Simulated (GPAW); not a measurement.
# Optical response of BaTiO3, part 2 of 2

Wanted: where BaTiO3 starts to absorb, how strongly, and its refractive index.

GPAW 26.7.0; DFT, LDA, plane-wave PAW (GPAW data sets), scalar-relativistic, RPA, optical limit.

So far. Step 2 (Ground state): There is a gap, 1.69 eV on this mesh (points off the mesh can give less), so no carriers' term is needed.

### Step 4. Dielectric function, RPA

Transitions between filled and empty bands, summed over the zone, give the optical response, so mesh, band count and broadening shape it.

The induced potential is part of this response.

This step: DFT, LDA, plane-wave PAW (GPAW data sets), scalar-relativistic, RPA, optical limit (GPAW 26.7.0).

File df.py:

```python
from gpaw.response.df import DielectricFunction

df = DielectricFunction('full.gpw', frequencies={'type': 'nonlinear', 'domega0': 0.03, 'omega2': 8},
                        ecut=50,
                        eta=0.15,
                        nbands=51,
                        txt='df.txt')
for direction in ['x']:
    df.get_dielectric_function(xc='RPA', direction=direction, filename=f'df_{direction}.csv')
```

The run is started by

```
OMP_NUM_THREADS=1 python df.py
```

Log:

```text
Using integrator: PointIntegrator
NonLinearFrequencyDescriptor(from 0.000 to 87.150 eV, 528 points)
Nonperiodic BCs:  [False False False]
Using integrator: PointIntegrator
NonLinearFrequencyDescriptor(from 0.000 to 87.150 eV, 528 points)
Nonperiodic BCs:  [False False False]

Calculating chi0 body with:
    Ground state adapter containing:
    Number of spins: 1
    Number of kpoints: 512
    Number of irreducible kpoints: 35
    Number of completely occupied states: 20
    Number of partially occupied states: 20

    Linear response parametrization:
    q_c: [0.0, 0.0, 0.0]
    Number of frequency points: 528
    Planewave cutoff: 50.0
    Number of bands: 51
    Number of planewaves: 57
    Broadening (eta): 0.15

Integrating chi0 body.

Symmetries of q_c:
    Direct symmetries (Uq -> q): 48
    Indirect symmetries (TUq -> q): 0
In total 48 allowed symmetries.

35 groups of equivalent kpoints. 93.1640625% reduction.

Integral kind: spectral function

Calculating chi0 optical extensions with:
    Ground state adapter containing:
    Number of spins: 1
    Number of kpoints: 512
    Number of irreducible kpoints: 35
    Number of completely occupied states: 20
    Number of partially occupied states: 20

    Linear response parametrization:
    Number of frequency points: 528
    Planewave cutoff: 50.0
    Number of bands: 51
    Number of planewaves: 57
    Broadening (eta): 0.15
Integrating chi0 head and wings.

Symmetries of q_c:
    Direct symmetries (Uq -> q): 48
    Indirect symmetries (TUq -> q): 0
In total 48 allowed symmetries.

35 groups of equivalent kpoints. 93.1640625% reduction.

Integral kind: spectral function wings
```

Elapsed: 12 s, on 1 thread of Arm Neoverse V2, shared host; peak memory 0.36 GiB.

This step gave:

- electronic dielectric constant ε∞, mean over x, y and z (by symmetry where fewer were run): 6.299
- main peak of Im epsilon, first axis: 3.960 eV

Some rows of df_x.csv (energy; Re and Im without local fields; Re and Im with them):

```text
0.000000, 6.535379, -0.000000, 6.298844, -0.000000
0.429336, 6.586006, 0.036427, 6.347103, 0.034705
0.878195, 6.761315, 0.085421, 6.513971, 0.081198
1.347938, 7.147458, 0.182008, 6.880272, 0.172178
1.840057, 7.897367, 0.714259, 7.587885, 0.670638
2.356191, 8.658963, 1.729531, 8.309072, 1.594097
2.898142, 8.636167, 3.503063, 8.354893, 3.223073
3.467895, 6.833974, 4.782267, 6.757133, 4.525754
4.067647, 4.247769, 7.328037, 4.560253, 7.222670
4.699832, 2.005918, 4.041049, 1.966999, 4.254260
5.367152, 2.807753, 2.639928, 2.625941, 2.791320
6.072622, 3.604331, 2.974518, 3.383913, 3.107155
6.819608, 4.090134, 4.222663, 3.855406, 4.381303
7.611886, 2.534788, 3.996936, 2.042584, 4.039484
8.453705, 2.362708, 4.586716, 1.874636, 4.417126
9.349861, 1.068332, 3.992418, 0.618514, 3.664750
10.305790, 0.591645, 4.058569, 0.495617, 3.615016
11.327680, -0.264020, 2.696535, -0.321501, 2.615733
12.422601, 0.075068, 1.430816, -0.189490, 1.376038
13.598673, 1.099916, 0.950373, 0.730322, 0.864010
```

Values under the direct gap are tails of Lorentzian lines. The Im ε, E ∥ x by photon energy; read off at these points:

```csv
photon energy (eV),"Im ε, E ∥ x"
0.00,0
0.50,0.0410
1.00,0.0981
1.50,0.234
2.00,0.889
2.50,2.24
3.00,3.69
3.30,5.23
3.50,4.48
4.00,7.30
4.50,5.43
5.00,3.80
5.50,2.78
6.00,3.18
6.50,3.35
7.00,4.50
7.27,4.98
7.50,4.38
8.00,3.87
8.50,4.42
9.00,4.85
9.50,3.70
10.00,3.75
10.50,3.72
11.00,2.56
11.50,2.28
12.00,1.77
12.50,1.32
13.00,0.960
13.50,0.823
```

Re ε, E ∥ x against photon energy:

```csv
photon energy (eV),"Re ε, E ∥ x"
0.0,6.30
0.5,6.36
1.0,6.59
1.5,7.07
2.0,7.67
2.5,8.38
3.0,8.28
3.5,6.90
4.0,5.07
4.5,2.00
5.0,2.33
5.5,2.88
6.0,3.36
6.5,3.86
7.0,3.46
7.5,1.97
8.0,2.46
8.5,1.84
9.0,1.04
9.5,0.876
10.0,0.266
10.5,-0.391
11.0,-0.0731
11.5,-0.290
12.0,-0.433
12.5,-0.151
13.0,0.206
13.5,0.633
```

Values under the direct gap are tails of Lorentzian lines. Table of Im ε, E ∥ x by photon energy; read off at these points:

```csv
photon energy (eV),without local fields,with local fields
0.00,0,0
0.50,0.0430,0.0410
1.00,0.103,0.0981
1.50,0.248,0.234
2.00,0.949,0.889
2.50,2.43,2.24
3.00,4.00,3.69
3.30,5.56,5.23
3.50,4.75,4.48
3.94,7.56,7.33
4.00,7.47,7.30
4.50,5.17,5.43
5.00,3.58,3.80
5.50,2.63,2.78
6.00,3.04,3.18
6.50,3.25,3.35
7.00,4.32,4.50
7.27,4.78,4.98
7.50,4.28,4.38
8.00,3.90,3.87
8.50,4.60,4.42
9.00,5.13,4.85
9.50,4.11,3.70
10.00,4.14,3.75
10.50,3.97,3.72
11.00,2.77,2.56
11.50,2.36,2.28
12.00,1.82,1.77
12.50,1.38,1.32
13.00,1.05,0.960
13.50,0.906,0.823
```

The reflectivity at normal incidence, E ∥ x has structure finer than the step of the table below, so its rows give means over 0.5 eV, whole bins alone (the curve runs from 0 to 14.0 eV). Peaks (eV: height): 3.94: 30.5, 7.32: 24.0, 9.09: 27.4, 10.52: 29.9, 11.87: 27.1.

Table of reflectivity at normal incidence, E ∥ x by photon energy; means over each step:

```csv
photon energy (eV),"reflectivity at normal incidence, E ∥ x (%)"
0.5,18.7
1.0,19.3
1.5,20.6
2.0,22.4
2.5,24.5
3.0,26.2
3.5,26.7
4.0,30.2
4.5,26.1
5.0,19.1
5.5,14.9
6.0,16.8
6.5,18.5
7.0,22.3
7.5,22.2
8.0,20.5
8.5,22.9
9.0,25.7
9.5,23.1
10.0,24.6
10.5,27.4
11.0,24.1
11.5,24.8
12.0,25.5
12.5,20.5
13.0,12.6
13.5,6.05
```

The loss function −Im 1/ε at q → 0, E ∥ x has structure finer than the step of the table below, so its rows give means over 0.5 eV, whole bins alone (the curve runs from 0 to 14.0 eV). Peaks (eV: height): 13.08: 1.00.

Values under the direct gap are tails of Lorentzian lines. Loss function −Im 1/ε at q → 0, E ∥ x against energy loss; means over each step:

```csv
energy loss (eV),"loss function −Im 1/ε at q → 0, E ∥ x"
0.5,0.00102
1.0,0.00230
1.5,0.00509
2.0,0.0144
2.5,0.0291
3.0,0.0453
3.5,0.0655
4.0,0.0920
4.5,0.161
5.0,0.195
5.5,0.173
6.0,0.143
6.5,0.128
7.0,0.138
7.5,0.183
8.0,0.183
8.5,0.190
9.0,0.208
9.5,0.255
10.0,0.268
10.5,0.286
11.0,0.379
11.5,0.411
12.0,0.529
12.5,0.756
13.0,0.971
13.5,0.768
```

Optical constants at common wavelengths, from n + ik = √ε:

```csv
wavelength (nm),n,k,R (%),1/α
1550,2.54,0.014,19.0,8.8 µm
800,2.67,0.049,20.8,1.3 µm
532,2.88,0.263,23.9,161 nm
450,2.90,0.484,24.9,74 nm
365,2.73,0.886,25.7,33 nm
248,1.84,1.031,19.4,19 nm
193,2.09,0.782,17.8,20 nm
```

Below the direct gap, k and the depth come from the tails of the Lorentzian lines, not from transitions.

Rows near the edge hang on the gap, which this functional as a rule makes too small, and phonon-assisted absorption is left out.

### Step 5. Results

| Item | Value |
| --- | --- |
| electronic dielectric constant ε∞, mean over x, y and z (by symmetry where fewer were run) (RPA) | 6.30 |
| main peak of Im epsilon, first axis | 3.96 eV |

**Reading.** At this level (LDA, RPA) BaTiO3 has ε∞ = 6.30 and n = 2.54 at 1550 nm, and Im ε peaks at 4.0 eV. On the mesh the gap is 1.69 eV and the least direct gap 1.83 eV, so on this mesh the band edges lie at different points. Local fields change the static value along x from 6.54 to 6.30 (-4 %). Distinct maxima of Im ε, read by a parabola through the highest points, lie at 3.29 eV (5.2), 3.96 eV (7.3), 7.26 eV (5.0) and 9.00 eV (4.9). Excitons and phonon-assisted transitions are missing; LDA gaps are as a rule too small, which pulls the onset down and ε∞ up. Spin-orbit coupling is left out although heavy atoms are present. The sum runs over mesh points, so small or evenly spaced maxima can still be ripples of the mesh. In this version of GPAW the matrix elements of the optical limit are incomplete, which can lower ε − 1 by up to a tenth where first-row anions or d states rule, and shift it by more in d metals.

[Machine, clock and banner lines and Python warnings are left out of the logs.]

[Logs are printed without paths, hosts, clocks, repeated set-up lines and the standing remarks that a program may print on its own settings, such as how far it seeks lower states.]

[Hosts, paths, dates, database ids (printed as entryN), source tags and the programs' standing remarks are cut or masked in the printed files.]
